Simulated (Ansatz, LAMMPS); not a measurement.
# Electronic structure of Li+ BF4- in gamma-butyrolactone and acetonitrile and diethyl carbonate at 360 K (102 atoms), part 2 of 2

Wanted: forces, charges and levels of Li+ BF4- in gamma-butyrolactone and acetonitrile and diethyl carbonate at 360 K (102 atoms).

Ansatz 0.2.0; Kohn-Sham DFT, r2SCAN+D3(BJ), PAW (set soft_2), plane waves.

The cell: 30 C, 12 O, 50 H, 4 N, 1 B, 4 F and 1 Li. The network of contacts between molecules at the start is that of the classical potential that made the cell. The density was typed from a rule of thumb and may lie off the real one at this temperature. Only the Γ point is sampled, in a cell whose shortest periodic width is 11 Å.

So far: The starting structure; The classical run that made the cell; Plane-wave single point.

### 3. Plane-wave single point (continued)

Neighbours are counted within 1.34 Å (H-C), 1.85 Å (C-C), 1.73 Å (C-O), 1.62 Å (C-N), 2.27 Å (O-Li), 1.72 Å (F-B), 2.23 Å (F-Li), 2.52 Å (N-Li).

Length of the force by element and coordination:

| element | coordination | atoms | mean length of the force (eV/Å) | spread | least | most |
| --- | --- | --- | --- | --- | --- | --- |
| B | all | 1 | 1.87 | 0 | 1.87 | 1.87 |
| C | all | 30 | 2.03 | 0.766 | 0.890 | 3.62 |
| C | 2 | 4 | 1.86 | 1.05 | 0.890 | 3.62 |
| C | 3 | 5 | 2.43 | 0.609 | 1.85 | 3.49 |
| C | 4 | 21 | 1.97 | 0.702 | 0.942 | 3.45 |
| F | all | 4 | 1.43 | 0.583 | 0.574 | 2.20 |
| F | 1 | 3 | 1.46 | 0.671 | 0.574 | 2.20 |
| F | 2 | 1 | 1.36 | 0 | 1.36 | 1.36 |
| H | all | 50 | 1.09 | 0.458 | 0.140 | 2.23 |
| Li | all | 1 | 0.527 | 0 | 0.527 | 0.527 |
| N | all | 4 | 1.29 | 1.47 | 0.322 | 3.83 |
| N | 1 | 3 | 0.438 | 0.0838 | 0.322 | 0.515 |
| N | 2 | 1 | 3.83 | 0 | 3.83 | 3.83 |
| O | all | 12 | 1.50 | 0.431 | 0.935 | 2.63 |
| O | 1 | 3 | 1.54 | 0.200 | 1.30 | 1.79 |
| O | 2 | 9 | 1.48 | 0.484 | 0.935 | 2.63 |

Löwdin charges by element and coordination (they lack the spilled electrons, 0.038 e an atom on average):

| element | coordination | atoms | mean charge (e) | spread | least | most |
| --- | --- | --- | --- | --- | --- | --- |
| B | all | 1 | 0.923 | 0 | 0.923 | 0.923 |
| C | all | 30 | -0.0469 | 0.397 | -0.506 | 0.755 |
| C | 2 | 4 | 0.258 | 0.0151 | 0.242 | 0.278 |
| C | 3 | 5 | 0.666 | 0.071 | 0.591 | 0.755 |
| C | 4 | 21 | -0.275 | 0.182 | -0.506 | -0.0238 |
| F | all | 4 | -0.403 | 0.0137 | -0.419 | -0.382 |
| F | 1 | 3 | -0.404 | 0.0159 | -0.419 | -0.382 |
| F | 2 | 1 | -0.403 | 0 | -0.403 | -0.403 |
| H | all | 50 | 0.210 | 0.0285 | 0.149 | 0.265 |
| Li | all | 1 | 0.771 | 0 | 0.771 | 0.771 |
| N | all | 4 | -0.251 | 0.0119 | -0.266 | -0.239 |
| N | 1 | 3 | -0.255 | 0.0115 | -0.266 | -0.239 |
| N | 2 | 1 | -0.240 | 0 | -0.240 | -0.240 |
| O | all | 12 | -0.355 | 0.0743 | -0.482 | -0.272 |
| O | 1 | 3 | -0.424 | 0.0286 | -0.462 | -0.392 |
| O | 2 | 9 | -0.332 | 0.0703 | -0.482 | -0.272 |

Density of states as counts of states in windows of 1 eV (from the Fermi level), total and the larger projections:

| from (eV) | to (eV) | total | C p | H s | F p |
| --- | --- | --- | --- | --- | --- |
| -10 | -9 | 8.0 | 2.1 | 2.1 | 0.0 |
| -9 | -8 | 8.0 | 2.6 | 1.2 | 0.0 |
| -8 | -7 | 14.3 | 5.1 | 1.4 | 0.9 |
| -7 | -6 | 21.9 | 10.1 | 3.1 | 0.8 |
| -6 | -5 | 24.6 | 9.8 | 3.9 | 4.4 |
| -5 | -4 | 29.6 | 15.4 | 5.7 | 0.5 |
| -4 | -3 | 30.0 | 11.7 | 4.6 | 4.1 |
| -3 | -2 | 34.8 | 11.8 | 4.6 | 6.2 |
| -2 | -1 | 35.7 | 9.9 | 4.6 | 5.1 |
| -1 | 0 | 10.9 | 1.5 | 1.1 | 0.3 |
| 0 | 1 | 2.2 | 0.4 | 0.1 | 0.0 |
| 1 | 4 | 0.0 | 0.0 | 0.0 | 0.0 |
| 4 | 5 | 2.2 | 1.1 | 0.2 | 0.0 |

The curve was stored every 0.10 eV, coarse against its broadening of 0.08 eV, so these counts are rough.

With fixed occupations the program's Fermi level is the highest filled level; weight inside the gap is the broadening of levels at its edges.

Between -26 and -10 eV lie 74 more states.

Not all projections were asked for or kept, so they needn't add up to the total.

The levels nearest the highest filled one (over half full), pooled over k-points and spins:

| level less the highest filled one (eV) | occupation |
| --- | --- |
| -0.943 | 2 |
| -0.903 | 2 |
| -0.833 | 2 |
| -0.728 | 2 |
| -0.0641 | 2 |
| 0 | 2 |
| 4.79 | 0 |
| 5.03 | 0 |
| 5.26 | 0 |
| 5.50 | 0 |
| 5.77 | 0 |
| 5.85 | 0 |

Electrostatic potential energy in the bc plane at fractional x = 0.073, with atoms of C and H and B and F and Li within 0.2 Å of it. With pseudopotentials it is smooth inside the atoms' cores, unlike the true potential.

Values in eV, 13 rows by 16 columns, each cell a mean:
```
  5   4   4   4   3   0  -8  -8  -1   2   4   5   5   6   6   5
  0   0   3   4   4  -2 -19 -10   2   4   5   5   5   5   4   2
-32 -25   1   4   4  -5 -32 -22  -8   3   5   5   5   4  -6 -24
-15 -11   2   4   4   3   0   0  -2   3   5   5   5   5   3   0
  0   1   3   4   4   4   4   4   3   3   4   5   5   5   4   2
  2   4   4   4   4   4   4   3  -5 -14   2   3   3   4   4   2
  5   5   4   4   3   2   2   3   0 -10  -9   0   3   4   4   4
  5   5   5   4   2 -16 -12   3   3 -10 -14   3   5   5   5   5
  6   5   1   2   3   0   1   4   4  -4  -6   4   5   5   6   6
  4   3 -12  -7   4   4   4   4   4   5   4   2   0  -5   1   5
 -6 -13  -1   4   5   4   3   2   4   5 -12 -34 -26 -35 -13   2
-12 -25  -4   3   4   4   2  -2   2   5   1 -11  -6 -15  -2   2
  3   1   3   4   3   2  -4 -24  -7   3   5   5   5   4   5   5
```
Columns run along b (10.6 Å; values clipped at the 3rd and 97th percentile), rows up along c (10.6 Å). Atoms in or near the plane, at fractional coordinates: C at (0.04, 0.78), H at (0.94, 0.80), H at (0.36, 0.41), C at (0.41, 0.82), H at (0.57, 0.55), H at (0.62, 0.38), B at (0.83, 0.17), F at (0.70, 0.17), Li at (0.07, 0.13).

Valence density in the bc plane at fractional x = 0.073, with atoms of C and H and B and F and Li within 0.2 Å of it. It is the smooth field of the valence electrons, not physical close to the nuclei.

Ten steps, logarithmic in the rise over the least value, from '_' (0.00 × 1e0 e/Å³) to '@' (9.88 × 1e0 e/Å³), each cell a mean:
```
__........______..::--==++++++==--::..______________________
__........________..::--====--::::..________________________
::::::::..________..::==++==--::..______________________....
======--::________::--++**++==--..____________________::--==
****++==::..______::==++++**++==--..________________..--****
****++==::..______::--======++++--..________________..--==++
==++==--::________....::::::::::..____________________..::--
::----::....____________________________________________....
----::::....____________________________________________..::
--::::......__________________..::::::..________________..::
......________________________::==++==--::....____________..
______________________________::==++++==----::..____________
__________________..::::..____..::==++====::..______________
________________..--++++--..__..::==++++--::..______________
________________..--++++--..____..--++++--..________________
______..::--::....::----::..____..::----::________....______
____..--++++++--..........__________......____....::::..____
____..--++**++--..____________________..::::::::::----::..__
____..::==++==::..__________________..--**##++==--====--::..
..==++--::::....________......______::++@@@@%%**==--==--::..
::##@@##..____________..::--::..____::++%%%%##++==--==--::..
..++##++______________..--====--..__..::======::::----::....
__......____________..::--++++==::....__..........::--::..__
__......________....::--++**++++--::..____________........__
```
Columns run along b (10.6 Å), rows up along c (10.6 Å). Atoms in or near the plane, at fractional coordinates: C at (0.04, 0.78), H at (0.94, 0.80), H at (0.36, 0.41), C at (0.41, 0.82), H at (0.57, 0.55), H at (0.62, 0.38), B at (0.83, 0.17), F at (0.70, 0.17), Li at (0.07, 0.13).

Mean Löwdin charges: B +0.92, C -0.05, F -0.40, H +0.21, Li +0.77, N -0.25 e (they miss 1.3 % of the electrons, so they add up to more than the cell's charge).

### 4. Distances and neighbours

These statistics describe the geometry on which the runs were made.

Density 1.06 g/cm³, 11.57 Å³ an atom.

Pair distribution functions g(r), in bins of 0.2 Å:

| r (Å) | total | H-H | H-C | H-O | H-F | H-N | H-B |
| --- | --- | --- | --- | --- | --- | --- | --- |
| 1.00 | 2.38 | 0.00 | 8.25 | 0.00 | 0.00 | 0.00 | 0.00 |
| 1.20 | 1.99 | 0.00 | 4.95 | 0.00 | 0.00 | 0.00 | 0.00 |
| 1.40 | 1.25 | 0.00 | 0.00 | 0.00 | 0.00 | 0.00 | 0.00 |
| 1.60 | 0.50 | 0.96 | 0.00 | 0.00 | 0.00 | 0.00 | 0.00 |
| 1.80 | 0.87 | 3.41 | 0.00 | 0.00 | 0.00 | 0.00 | 0.00 |
| 2.00 | 0.68 | 0.37 | 1.34 | 1.54 | 0.00 | 0.00 | 0.00 |
| 2.20 | 1.46 | 0.60 | 2.92 | 1.17 | 0.00 | 0.00 | 0.00 |
| 2.40 | 0.85 | 1.11 | 0.15 | 0.95 | 1.21 | 0.38 | 0.00 |
| 2.60 | 0.81 | 1.21 | 0.32 | 1.73 | 0.73 | 1.68 | 0.00 |
| 2.80 | 0.60 | 0.73 | 0.52 | 1.31 | 0.90 | 1.48 | 0.00 |
| 3.00 | 0.90 | 1.17 | 0.76 | 1.21 | 1.05 | 1.78 | 2.16 |
| 3.20 | 0.86 | 0.86 | 1.01 | 0.91 | 0.91 | 2.98 | 0.96 |
| 3.40 | 0.84 | 0.77 | 0.65 | 1.51 | 1.40 | 0.81 | 2.38 |
| 3.60 | 0.82 | 0.72 | 0.95 | 0.78 | 0.00 | 0.72 | 0.00 |
| 3.80 | 1.08 | 0.88 | 1.22 | 1.40 | 1.17 | 1.27 | 1.33 |
| 4.00 | 1.02 | 0.94 | 0.90 | 1.27 | 0.45 | 0.73 | 1.13 |
| 4.20 | 1.04 | 0.89 | 1.01 | 1.29 | 1.05 | 1.07 | 0.54 |
| 4.40 | 1.04 | 0.91 | 1.09 | 0.89 | 1.85 | 0.36 | 0.48 |
| 4.60 | 1.12 | 1.08 | 0.86 | 1.19 | 1.33 | 1.00 | 2.60 |
| 4.80 | 1.06 | 1.19 | 0.95 | 0.92 | 0.62 | 1.32 | 1.62 |
| 5.00 | 1.12 | 1.09 | 1.27 | 0.78 | 1.32 | 0.57 | 0.76 |
| 5.20 | 1.02 | 0.82 | 1.10 | 0.93 | 1.40 | 1.29 | 0.70 |

Bonds by pair of elements; cutoffs follow the first minimum of g(r), held within bounds set by covalent radii, and pairs that aren't listed don't count as bonded:

| pair A-B | cutoff (Å) | bonds | mean length (Å) | spread (Å) | shortest (Å) | B about A | A about B |
| --- | --- | --- | --- | --- | --- | --- | --- |
| H-C | 1.34 | 50 | 1.09 | 0.03 | 1.03 | 1 | 1.67 |
| C-C | 1.85 | 17 | 1.49 | 0.039 | 1.40 | 1.13 | 1.13 |
| C-O | 1.73 | 19 | 1.35 | 0.097 | 1.20 | 0.633 | 1.58 |
| C-N | 1.62 | 4 | 1.17 | 0.013 | 1.16 | 0.133 | 1 |
| O-Li | 2.27 | 2 | 1.89 | 0.013 | 1.87 | 0.167 | 2 |
| F-B | 1.72 | 4 | 1.40 | 0.024 | 1.37 | 1 | 4 |
| F-Li | 2.23 | 1 | 2.04 | 0 | 2.04 | 0.25 | 1 |
| N-Li | 2.52 | 1 | 2.15 | 0 | 2.15 | 0.25 | 1 |

How many atoms have how many bonded neighbours:

| element | mean | 1 | 2 | 3 | 4 |
| --- | --- | --- | --- | --- | --- |
| B | 4 | 0 | 0 | 0 | 1 |
| C | 3.57 | 0 | 4 | 5 | 21 |
| F | 1.25 | 3 | 1 | 0 | 0 |
| H | 1 | 50 | 0 | 0 | 0 |
| Li | 4 | 0 | 0 | 0 | 1 |
| N | 1.25 | 3 | 1 | 0 | 0 |
| O | 1.75 | 3 | 9 | 0 | 0 |

Bond angles, per cent of each kind in bins of 5°:

| angle (°) | C-C-H | H-C-H | H-C-O | C-C-O |
| --- | --- | --- | --- | --- |
| 95–100 | 1.6 | 8.1 | 7.1 | 7.7 |
| 100–105 | 11.3 | 16.2 | 14.3 | 7.7 |
| 105–110 | 30.6 | 37.8 | 21.4 | 38.5 |
| 110–115 | 45.2 | 29.7 | 42.9 | 15.4 |
| 115–120 | 8.1 | 5.4 | 14.3 | 7.7 |
| 120–125 | 3.2 | 2.7 | 0.0 | 15.4 |
| 125–130 | 0.0 | 0.0 | 0.0 | 7.7 |

Bond angles (no mean is given where the spread exceeds 20°):

| angle | count | mean (°) | spread (°) |
| --- | --- | --- | --- |
| C-C-H | 62 | 111 | 4.4 |
| H-C-H | 37 | 109 | 5 |
| H-C-O | 14 | 110 | 6.1 |
| C-C-O | 13 | 111 | 7.6 |
| O-C-O | 9 | 121 | 7 |

Bond length by coordination (bonds to H left out):

| element | coordination | atoms | mean bond length (Å) |
| --- | --- | --- | --- |
| C | 2 | 4 | 1.31 |
| C | 3 | 5 | 1.34 |
| C | 4 | 21 | 1.49 |
| F | 1 | 3 | 1.39 |
| F | 2 | 1 | 1.72 |
| N | 1 | 3 | 1.16 |
| N | 2 | 1 | 1.67 |
| O | 1 | 3 | 1.21 |
| O | 2 | 9 | 1.44 |

Rings of the network by King's shortest-path rule, up to 12 atoms, one path for each pair of neighbours; H, halogens, alkali and alkaline-earth atoms are left out, and the last column divides by all other atoms, bonded or not:

| ring size (atoms) | rings | per network atom |
| --- | --- | --- |
| 5 | 3 | 0.064 |

Counting bonds as in the table, all B atoms have 4, 70 % of C atoms have 4, 75 % of F atoms have 1 and all H atoms have 1 bonded neighbour. The C-C-H angle averages 111° with a spread of 4°. All rings counted have 5 atoms.

Local excerpt of 13 atoms (numbers count through the whole input) about N75, which bears the longest force; x, y, z are measured from there.

| atom | x | y | z | distance (Å) | bonds | Löwdin charge (e) | Fx | Fy | Fz (eV/Å) |
| --- | --- | --- | --- | --- | --- | --- | --- | --- | --- |
| N75 | 0.00 | 0.00 | 0.00 | 0.00 | 2 | -0.24 | 3.26 | 0.07 | 2.02 |
| C74 | 0.96 | 0.10 | 0.69 | 1.19 | 2 | 0.28 | -3.40 | 0.19 | -1.23 |
| Li102 | -2.03 | -0.68 | -0.09 | 2.15 | 4 | 0.77 | 0.25 | -0.46 | 0.03 |
| C73 | 2.00 | 0.39 | 1.67 | 2.64 | 4 | -0.47 | 0.76 | -1.36 | -0.66 |
| O37 | -2.51 | 0.39 | 1.37 | 2.88 | 2 | -0.43 | -0.73 | -0.33 | -0.87 |
| F101 | -1.05 | -2.76 | -0.73 | 3.04 | 1 | -0.42 | -1.33 | -0.31 | -0.83 |
| H77 | 1.98 | 1.41 | 1.95 | 3.12 | 1 | 0.26 | -0.16 | 1.21 | -0.09 |
| O49 | 0.80 | 2.62 | -1.63 | 3.19 | 1 | -0.39 | -1.47 | -0.96 | -0.38 |
| H78 | 2.99 | 0.18 | 1.17 | 3.22 | 1 | 0.24 | -0.80 | -0.02 | 0.92 |
| H76 | 1.86 | -0.15 | 2.64 | 3.23 | 1 | 0.26 | 0.22 | -0.13 | -1.04 |
| H12 | -1.22 | -0.41 | -2.97 | 3.24 | 1 | 0.18 | -1.28 | -0.84 | -0.38 |
| C50 | -0.38 | 2.67 | -1.93 | 3.32 | 3 | 0.59 | 1.69 | 2.94 | -0.84 |
| F99 | -1.00 | -2.92 | 1.40 | 3.39 | 1 | -0.41 | 0.94 | -0.52 | 1.92 |

The column of bonds counts only the pairs H-C within 1.34 Å, C-C within 1.85 Å, C-O within 1.73 Å, C-N within 1.62 Å, O-Li within 2.27 Å, F-B within 1.72 Å, F-Li within 2.23 Å, N-Li within 2.52 Å; other neighbours, such as metal atoms beside each other in a compound, aren't counted, and periodic images can show an atom twice.

### 5. What came out

* free energy per atom: -199.1559 eV/atom
* pressure: 0.01259 GPa
* r.m.s. force component: 0.9367 eV/Å
* gap (highest filled to lowest empty level): 4.788 eV
* wall time of the 1 DFT run: 30 s

What this shows: Between filled and empty levels lie 4.79 eV (at Γ alone); a semilocal functional tends to put such gaps too low. In a disordered cell it changes from sample to sample and from frame to frame. Counting bonds as in the table, all B atoms have 4, 70 % of C atoms have 4, 75 % of F atoms have 1 and all H atoms have 1 bonded neighbour.

Caveats: The force components of 0.94 eV/Å r.m.s. hold both thermal displacement and the mismatch between the potential that made the cell and DFT, above all in bond lengths inside molecules. The pressure of a single frame lacks the kinetic term.

[Logs are printed without paths, hosts, clocks, repeated set-up lines and the standing remarks that a program may print on its own settings, such as how far it seeks lower states.]

[Hosts, paths, dates, database ids (printed as entryN), source tags and the programs' standing remarks are cut or masked in the printed files.]
